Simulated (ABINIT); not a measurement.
Planning a run of ABINIT 10.8.3 on Y2CrH6 (Fm-3m). The input:

```
acell 3*1.0 Angstrom
rprim 
  0.000000000000 3.499313000000 3.499313000000
  3.499313000000 0.000000000000 3.499313000000
  3.499313000000 3.499313000000 -0.000000000000
ntypat 3
znucl 39 24 1
natom 9
typat 1 1 2 3 3 3 3 3 3
xred 
  0.750000000000 0.750000000000 0.750000000000
  0.250000000000 0.250000000000 0.250000000000
  0.000000000000 0.000000000000 0.000000000000
  0.754389000000 0.754389000000 0.245611000000
  0.245611000000 0.754389000000 0.245611000000
  0.754389000000 0.245611000000 0.245611000000
  0.245611000000 0.245611000000 0.754389000000
  0.754389000000 0.245611000000 0.754389000000
  0.245611000000 0.754389000000 0.754389000000
pp_dirpath "pseudos"
pseudos "Y.upf, Cr.upf, H.upf"
ecut 43
ngkpt 2 2 2
nshiftk 1
shiftk 0 0 0
kptopt 1
chksymbreak 0
istwfk *1
occopt 1
irdwfk 1
optdriver 4
nband 77
gwcalctyp 10
ecutsigx 43
symsigma 1
nkptgw 3
kptgw 
  0.0000000000 0.0000000000 0.0000000000
  0.5000000000 0.0000000000 0.0000000000
  0.5000000000 0.5000000000 0.0000000000
bdgw 
  13 29
  13 29
  13 29
ecuteps 3.9
irdscr 1
ppmodel 1
irdqps 1
indata_prefix "in"
outdata_prefix "out"
tmpdata_prefix "tmp"
```

```sh
OMP_NUM_THREADS=1 mpirun -n 4 abinit run.abi > log
```

Question: How long will it take on 4 MPI ranks of Arm Neoverse V1, shared host, and how much memory?

It took 15 s; on shared hardware allow 7.5 s to 30 s. Peak host memory was 1.7 GiB.

[Paths, hosts, dates, memory and timing lines, banners, echoed tables and standing remarks are left out of the program output.]

[Logs are printed without paths, hosts, clocks, repeated set-up lines and the standing remarks that a program may print on its own settings, such as how far it seeks lower states.]

[Runs of the session that timed out or met a known fault of the program may be left out.]

[Hosts, paths, dates, database ids (printed as entryN), source tags and the programs' standing remarks are cut or masked in the printed files.]

[G0W0 gaps are taken among the corrected bands and points alone; a level outside them can change the order at an edge.]

[Where Ansatz stands beside ABINIT at settings called matched, ABINIT's density can come from a denser mesh and the files from another edition; pairs whose starting gaps differed by over 0.03 eV were left out, so agreement reads better than it is.]
